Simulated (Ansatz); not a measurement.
# HfC (Fm-3m) under biaxial strain in the (001) plane, part 2 of 2

Aim: how do the optical modes of HfC (Fm-3m) shift and split under this strain?

Ansatz 0.2.0; DFT LDA, scalar-relativistic, plane waves, PAW; PAW set soft_1.

So far, highest optical mode at the zone centre (no LO-TO term) (cm⁻¹): step 5 (modes at rest) 462.

The database entry behind the starting cell differs from later determinations by our own check (about 0.2 % long), so it need not match the best structure at ambient conditions.

## Step 6: Relaxation of a member: biaxial strain of +4 % in the (001) plane

The cell takes a biaxial strain of +4 % in the (001) plane. The strained lengths are held, while the rest of the cell and the atoms relax.

The input, input.yaml:

```yaml
crystal:
  lattice:
    - [0.0, 2.3778275027, 2.2614827306]
    - [2.3778275027, 0.0, 2.2614827306]
    - [2.3778275027, 2.3778275027, 0.0]
  atoms:
    - { symbol: C, position: [0.0, 0.0, 0.0] }
    - { symbol: Hf, position: [0.5, 0.5, 0.5] }
  conventional_axes: [[-1, 1, 1], [1, -1, 1], [1, 1, -1]]
kpoints:
  mp_grid: { grid: [16, 16, 16] }
hamiltonian:
  xc: lda
  pseudopotentials: { kind: paw, azcp: { folder: soft_1 }, xc_functional: pbe }
scf:
  occupations: { method: methfessel_paxton, width: 0.2 }
output:
  forces: true
  stress: true
  eigenvalues: true
relax:
  adjacent_minimum: "off"
  f_tol: 0.001
  max_steps: 60
  cell: { stress_tol: 0.01, fix: [a, b, gamma] }
```

The run is started by

```
ansatz run input.yaml --threads 4 --pin off --max-ram 10240MiB --backend cpu --events-out ev --progress --plain --runs-dir out
```

Numbers of over 12 decimals in the logs are rounded to 6 here.

The log of the run:

```text
[...]
Crystal: 2 atoms, lattice volume = 25.573 Å³
Basis set: ecut = 420 eV, 515 PW (Γ)
Bands: 19, of which v1, the nominal top of the filled ones, is band 15 counted from 1 (14 counted from 0)
Symmetry: 16 space group operations
[...]
k-points: 349 of 4096
[...]
k-point 348: bands = [... 11 lower, 7.7856, 15.7895, 16.0692, 17.6806, 17.6806, 23.1197, 24.4213, 24.4213]
--- Relaxed structure (4 steps of the walk, 4 accepted, 2 SCFs on fresh bases) ---
[...]
cell:  # Å, volume = 25.4870 Å³
    - [0, 2.3778275027, 2.253869]
    - [2.3778275027, 0, 2.253869]
    - [2.3778275027, 2.3778275027, 0]
  atoms:
    - { symbol: C, position: [0, 0, 0] }
    - { symbol: Hf, position: [0.5, 0.5, 0.500000] }
[key lines of the parts left out:]
SCF converged after 5 iterations
Free energy (F): -15722.379625 eV
Fermi energy:    17.971973 eV
P = ⅓ Tr σ = -13.5094 GPa (-135.094 kbar)
```

Wall time 17 s (4 threads of Arm Neoverse V1, shared host); peak memory 0.52 GiB.

Step by step:

```
step  energy less that of the first step (eV)  largest force component (eV/Å)  pressure (GPa)  volume (Å³)
   1                                   0.0000                          0.0000          -14.34        25.57
   2                                  -0.0006                          0.0000          -13.34        25.47
   3                                  -0.0006                          0.0000          -13.51        25.49
  4*                                  -0.0005                          0.0000          -13.52        25.49
   5                                  -0.0005                          0.0000          -13.51        25.49
  6*                                  -0.0005                          0.0000          -13.51        25.49
```

Relaxation steps marked * repeat the geometry before them on a plane-wave basis chosen anew for their cell, so energy and pressure can jump there.

The run keeps the 16 symmetry operations that it works with, so distortions that break them were not tested.

```
conventional cell, symmetrised  before  after  change
                         a (Å)   3.363  3.363  +0.0 %
                         b (Å)   3.363  3.363  +0.0 %
                         c (Å)   4.523  4.508  -0.3 %
              volume (Å³/atom)   12.79  12.74  -0.3 %
```

Final coordinates:

```xyz
2
Lattice="0.0000 2.3778 2.2539 2.3778 0.0000 2.2539 2.3778 2.3778 0.0000" Properties=species:S:1:pos:R:3 pbc="T T T"
C     0.0000    0.0000    0.0000
Hf    2.3778    2.3778    2.2539
```

This step gave:

- pressure: -13.51 GPa
- volume per atom: 12.74 Å³

The forces vanish by symmetry.

The cell shrank by 0.3 % in volume.

## Step 7: Zone-centre modes of the member: biaxial strain of +4 % in the (001) plane

The zone-centre modes follow for biaxial strain of +4 % in the (001) plane.

input.yaml, the sections that differ from step 6:

```yaml
crystal:
  lattice:
    - [0.0, 2.3778275027, 2.2538692553]
    - [2.3778275027, 0.0, 2.2538692553]
    - [2.3778275027, 2.3778275027, 0.0]
  atoms:
    - { symbol: C, position: [0.0, 0.0, 0.0] }
    - { symbol: Hf, position: [0.5, 0.5, 0.5] }
output:
  eigenvalues: true
phonons:
  method: dfpt
# kpoints, hamiltonian, scf: as in step 6
# relax: removed
```

The log of the run:

```text
zone centre: on kpoints.mp_grid the ground state, and the responses unless they are solved on pairs of k-points, stand on 621 of the mesh's 4096 k-points, reduced under 8 symmetry operations, with k and −k counted as one. Each operation leaves every solved displacement unchanged or reverses it
[...]
Crystal: 2 atoms, lattice volume = 25.487 Å³
Basis set: ecut = 420 eV, 515 PW (Γ), exchange–correlation on 48×48×48 points (8 copies of the dense FFT grid, shifted against one another)
Bands: 19, of which v1, the nominal top of the filled ones, is band 15 counted from 1 (14 counted from 0)
Symmetry: 16 space group operations
k-points: 621 of 4096 (irreducible under 8 space group operations)
[...]
SCF iter   1: F=—  HF=-15723.004766 eV  |F-HF|=—  |Δ(HF+E_count)|=         —  Δρ=8.68e-2  dr2=2.68e0  ethr=3.10e-3  ⟨swp⟩=4.8  Hψ=50147  notcnv=0
[...]
SCF iter  11: F=-15722.379626 eV  HF=-15722.379626 eV  |F-HF|=3.64e-12  |Δ(HF+E_count)|=  5.46e-12  S|Δr|=    0.00e0  Δρ=5.47e-8  dr2=5.40e-13  ethr=1.00e-12  ⟨swp⟩=7.2  Hψ=67713  notcnv=0
SCF 1 converged in 11 iterations: F = -15722.379626 eV  dr2 = 5.40e-13
[...]
SCF converged after 11 iterations
[...]
Free energy (F): -15722.379626 eV
[...]
Internal energy: -15722.379780 eV  (E = F + TS)
E sigma→0 (E₀):  -15722.379664 eV
Entropy (-TS):   0.000155 eV (0.077 meV/atom)
Fermi energy:    17.971973 eV
Step filling:    the computed levels leave a gap of 0.0000 eV = 0.0 smearing widths at the electron count; against every level under it full and every level over it empty, smearing changes F+E_penalty+E_count by +0.161 meV and its σ→0 estimate by +0.122 meV
[...]
--- Band table (eV; the first three rows and the last of 621) ---
  k-point 0: bands = [... 11 lower, 6.8687, 18.9189, 18.9189, 19.0575, 19.0575, 19.2000, 19.6018, 20.8542]
  k-point 1: bands = [... 11 lower, 6.8677, 18.1766, 18.3232, 18.5982, 19.3493, 19.5558, 19.8740, 21.3590]
  k-point 2: bands = [... 11 lower, 6.8674, 17.1450, 17.5217, 17.7964, 19.7017, 19.8862, 20.2342, 22.4008]
  k-point 620: bands = [... 11 lower, 7.7856, 15.7895, 16.0692, 17.6806, 17.6806, 23.1197, 24.4213, 24.4213]
[...]
ASR residual: 1.885e-5 → 0.000e0 eV/Å²; symmetrization residual: 1.042e-6 eV/Å²
  ASR residual per site (eV/Å²): 7.20e-6 1.89e-5
  Γ frequencies (cm⁻¹): 0.00 0.00 0.00 339.79 339.79 510.59
[...]
```

Elapsed: 39 s, on 4 threads; peak memory 1.2 GiB.

Numbers from this step:

```
sum-rule residual before enforcement                    : 1.89e-5 eV/Å²
point group                                             : 4/mmm
highest optical mode at the zone centre (no LO-TO term) : 510.6 cm⁻¹
lowest optical zone-centre mode                         : 339.8 cm⁻¹
```

Patterns of degenerate modes are one choice out of their space. Modes at Γ, with each element's share of the kinetic energy:

```
mode  frequency (cm⁻¹)  symmetry  C %  Hf %
   1               0.0  acoustic    6    94
   2               0.0  acoustic    6    94
   3               0.0  acoustic    6    94
   4             339.8        Eu   94     6
   5             339.8        Eu   94     6
   6             510.6       A2u   94     6
```

Displacements in mode 5 (339.8 cm⁻¹), the largest set to 1:
```
C1   1.00  0.00  0.00
Hf2 -0.07  0.00  0.00
```

Displacements in mode 6 (510.6 cm⁻¹), the largest set to 1:
```
C1   0.00  0.00  1.00
Hf2  0.00  0.00 -0.07
```

The lowest optical mode is real, 340 cm⁻¹, and the highest lies at 510.6 cm⁻¹.

Between step 5 and this run (strain 4 %) the value for the highest optical mode at the zone centre (no LO-TO term) moves from 462 cm⁻¹ to 511 cm⁻¹ (+10 %).

## Step 8: Relaxation of a member: biaxial strain of -4 % in the (001) plane

The cell takes a biaxial strain of -4 % in the (001) plane. The strained lengths are held, while the rest of the cell and the atoms relax.

input.yaml, the sections that differ from step 7:

```yaml
crystal:
  lattice:
    - [0.0, 2.1949176947, 2.3134090912]
    - [2.1949176947, 0.0, 2.3134090912]
    - [2.1949176947, 2.1949176947, 0.0]
  atoms:
    - { symbol: C, position: [0.0, 0.0, 0.0] }
    - { symbol: Hf, position: [0.5, 0.5, 0.5] }
  conventional_axes: [[-1, 1, 1], [1, -1, 1], [1, 1, -1]]
output:
  forces: true
  stress: true
  eigenvalues: true
relax:
  adjacent_minimum: "off"
  f_tol: 0.001
  max_steps: 60
  cell: { stress_tol: 0.01, fix: [a, b, gamma] }
# kpoints, hamiltonian, scf: as in step 7
# phonons: removed
```

The log of the run:

```text
[...]
Crystal: 2 atoms, lattice volume = 22.290 Å³
Basis set: ecut = 420 eV, 427 PW (Γ)
Bands: 19, of which v1, the nominal top of the filled ones, is band 15 counted from 1 (14 counted from 0)
Symmetry: 16 space group operations
[...]
k-points: 349 of 4096
[...]
k-point 348: bands = [... 11 lower, 10.1440, 17.8596, 18.5043, 21.0775, 21.0775, 26.5795, 28.1999, 28.1999]
--- Relaxed structure (5 steps of the walk, 5 accepted, 2 SCFs on fresh bases) ---
[...]
cell:  # Å, volume = 22.3768 Å³
    - [0, 2.1949176947, 2.322368]
    - [2.1949176947, 0, 2.322368]
    - [2.1949176947, 2.1949176947, 0]
  atoms:
    - { symbol: C, position: [0, 0, 0] }
    - { symbol: Hf, position: [0.5, 0.5, 0.500000] }
[key lines of the parts left out:]
SCF converged after 5 iterations
Free energy (F): -15722.338154 eV
Fermi energy:    20.765944 eV
P = ⅓ Tr σ = 21.3851 GPa (213.851 kbar)
```

The job ended after 17 s (4 threads; peak memory 0.51 GiB; 62 s of CPU time).

Relaxation path:

```
step  energy less that of the first step (eV)  largest force component (eV/Å)  pressure (GPa)  volume (Å³)
   1                                   0.0000                          0.0000           22.47        22.29
   2                                  -0.0004                          0.0000           21.16        22.39
   3                                  -0.0005                          0.0000           21.38        22.38
   4                                  -0.0005                          0.0000           21.38        22.38
  5*                                  -0.0006                          0.0000           21.39        22.38
   6                                  -0.0006                          0.0000           21.39        22.38
  7*                                  -0.0006                          0.0000           21.39        22.38
```

Relaxation steps marked * repeat the geometry before them on a plane-wave basis chosen anew for their cell, so energy and pressure can jump there.

The run keeps the 16 symmetry operations that it works with, so distortions that break them were not tested.

```
conventional cell, symmetrised  before  after  change
                         a (Å)   3.104  3.104  -0.0 %
                         b (Å)   3.104  3.104  -0.0 %
                         c (Å)   4.627  4.645  +0.4 %
              volume (Å³/atom)   11.15  11.19  +0.4 %
```

Final coordinates:

```xyz
2
Lattice="0.0000 2.1949 2.3224 2.1949 0.0000 2.3224 2.1949 2.1949 0.0000" Properties=species:S:1:pos:R:3 pbc="T T T"
C     0.0000    0.0000    0.0000
Hf    2.1949    2.1949    2.3224
```

This step gave:

- pressure: 21.39 GPa
- volume per atom: 11.19 Å³

The forces vanish by symmetry.

The cell grew by 0.4 % in volume.

## Step 9: Zone-centre modes of the member: biaxial strain of -4 % in the (001) plane

The zone-centre modes follow for biaxial strain of -4 % in the (001) plane.

input.yaml, the sections that differ from step 8:

```yaml
crystal:
  lattice:
    - [0.0, 2.1949176947, 2.3223678293]
    - [2.1949176947, 0.0, 2.3223678293]
    - [2.1949176947, 2.1949176947, 0.0]
  atoms:
    - { symbol: C, position: [0.0, 0.0, 0.0] }
    - { symbol: Hf, position: [0.5, 0.5, 0.5] }
output:
  eigenvalues: true
phonons:
  method: dfpt
# kpoints, hamiltonian, scf: as in step 8
# relax: removed
```

The log of the run:

```text
[...]
Crystal: 2 atoms, lattice volume = 22.377 Å³
Basis set: ecut = 420 eV, 443 PW (Γ), exchange–correlation on 48×48×48 points (8 copies of the dense FFT grid, shifted against one another)
Bands: 19, of which v1, the nominal top of the filled ones, is band 15 counted from 1 (14 counted from 0)
Symmetry: 16 space group operations
k-points: 621 of 4096 (irreducible under 8 space group operations)
[...]
k-point 2: bands = [... 11 lower, 10.1903, 19.7900, 20.1548, 20.4828, 22.5264, 22.7937, 23.1993, 25.4686]
  k-point 620: bands = [... 11 lower, 10.1440, 17.8596, 18.5043, 21.0775, 21.0775, 26.5795, 28.1998, 28.1998]
[...]
ASR residual: 1.453e-4 → 0.000e0 eV/Å²; symmetrization residual: 1.130e-6 eV/Å²
  ASR residual per site (eV/Å²): 6.44e-5 1.45e-4
  Γ frequencies (cm⁻¹): 0.00 0.00 0.00 393.40 587.09 587.09
[...]
[key lines of the parts left out:]
SCF converged after 10 iterations
Free energy (F): -15722.338155 eV
Fermi energy:    20.765944 eV
```

The job ended after 37 s (4 threads; peak memory 1.1 GiB; 2.3 min of CPU time).

Numbers from this step:

```yaml
sum_rule_residual_before_enforcement: 1.45e-4 eV/Å²
highest_optical_mode_at_the_zone_centre_no_lo_to_term: 587.1 cm⁻¹
lowest_optical_zone_centre_mode: 393.4 cm⁻¹
```

Patterns of degenerate modes are one choice out of their space. Modes at Γ, with each element's share of the kinetic energy:

```
mode  frequency (cm⁻¹)  symmetry  C %  Hf %
   1               0.0  acoustic    6    94
   2               0.0  acoustic    6    94
   3               0.0  acoustic    6    94
   4             393.4       A2u   94     6
   5             587.1        Eu   94     6
   6             587.1        Eu   94     6
```

The lowest optical mode is real, 393 cm⁻¹, and the highest lies at 587.1 cm⁻¹.

Between step 5 and this run (strain -4 %) the value for the highest optical mode at the zone centre (no LO-TO term) moves from 462 cm⁻¹ to 587 cm⁻¹ (+27 %).

## Step 10: The series together

The members are set side by side, also those not shown above.

Stress is positive in compression; energies are extrapolated to zero smearing, and E0 is that at rest; the edges not held and the atoms are relaxed in each cell; all runs use 16×16×16 k points and Methfessel-Paxton smearing of 0.2 eV. State of the crystal along the series:

```
strain (%)  in-plane stress (GPa)  free strain along [001] (%)  E - E0 (meV/atom)
        -4                  32.08                        1.574              86.75
        -3                  22.64                        1.183              46.95
        -2                  14.19                       0.7909              20.07
        -1                  6.682                       0.3955              4.834
         0               0.007895                            0                  0
         1                 -5.956                      -0.3814              4.516
         2                  -11.3                       -0.744              17.53
         3                 -16.06                       -1.089               38.3
         4                 -20.26                       -1.422              66.05
```

Optical modes are counted from below at rest and tracked from member to member by their patterns, and modes that stay within 0.3 cm⁻¹ of each other stand once; labels, where given, are those at rest; the edges not held and the atoms are relaxed in each cell; all runs use 16×16×16 k points and Methfessel-Paxton smearing of 0.2 eV. Optical modes along the series:

```
strain (%)  optical mode 1 T1u, doublet (cm⁻¹)  optical mode 2 T1u, singlet (cm⁻¹)
        -4                               587.1                               393.4
        -3                               555.8                               416.4
        -2                               523.9                               434.2
        -1                               492.6                               449.1
         0                               462.3                               462.3
         1                               432.6                               474.8
         2                               402.7                               487.2
         3                               371.9                               499.3
         4                               339.8                               510.6
```

Value and slope at zero strain of a cubic (a lower polynomial where under five rows exist) through the rows within 2 % of rest. Slopes at rest:

```
                       mode  frequency (cm⁻¹)  shift per percent of strain (cm⁻¹)  shift per GPa of compressive stress (cm⁻¹)
optical mode 1 T1u, doublet             462.3                              -29.86                                        4.74
optical mode 2 T1u, singlet             462.3                               12.73                                       -2.02
```

## Step 11: Summary of results

```yaml
members: 9
highest_optical_mode_at_the_zone_centre_no_lo_to_term_at_rest: 462.3 cm⁻¹
biaxial_modulus_in_the_001_plane: 630 GPa
optical_mode_1_t1u_doublet_shift_per_percent: -29.86 cm⁻¹
optical_mode_2_t1u_singlet_shift_per_percent: 12.73 cm⁻¹
```

In words: The stress changes by 6.30 GPa for each percent, a biaxial modulus of 630 GPa in the (001) plane. For each percent the free edge responds with -0.39 %. The strain lowers the symmetry: the level at 462.3 cm⁻¹ splits, into 587.1 and 393.4 cm⁻¹ at -4 %. The fastest shift in the table of slopes is -29.9 cm⁻¹ for each percent (optical mode 1 T1u, doublet), or 4.7 cm⁻¹ for each GPa of compressive stress. For small strain, the measured shift of a line that Raman or infrared light can see, divided by its slope, estimates the stress, if the state of stress is of this kind. These are harmonic frequencies at zero temperature: anharmonic shifts, linewidths and thermal expansion are left out. Spin-orbit coupling is left out, which can matter for the heavy elements here. With no gap, or one that is small against the smearing, the frequencies hang on the k mesh and the smearing, most of all near Kohn anomalies. The PAW files were made for PBE; the program adapts parts of them to the functional of the run, but their partial waves stay those of PBE, an approximation that was not tested in this session. Only the zone centre was solved, so an instability at another wavevector cannot show here.

[Logs are printed without paths, hosts, clocks, repeated set-up lines and the standing remarks that a program may print on its own settings, such as how far it seeks lower states.]

[Hosts, paths, dates, database ids (printed as entryN), source tags and the programs' standing remarks are cut or masked in the printed files.]
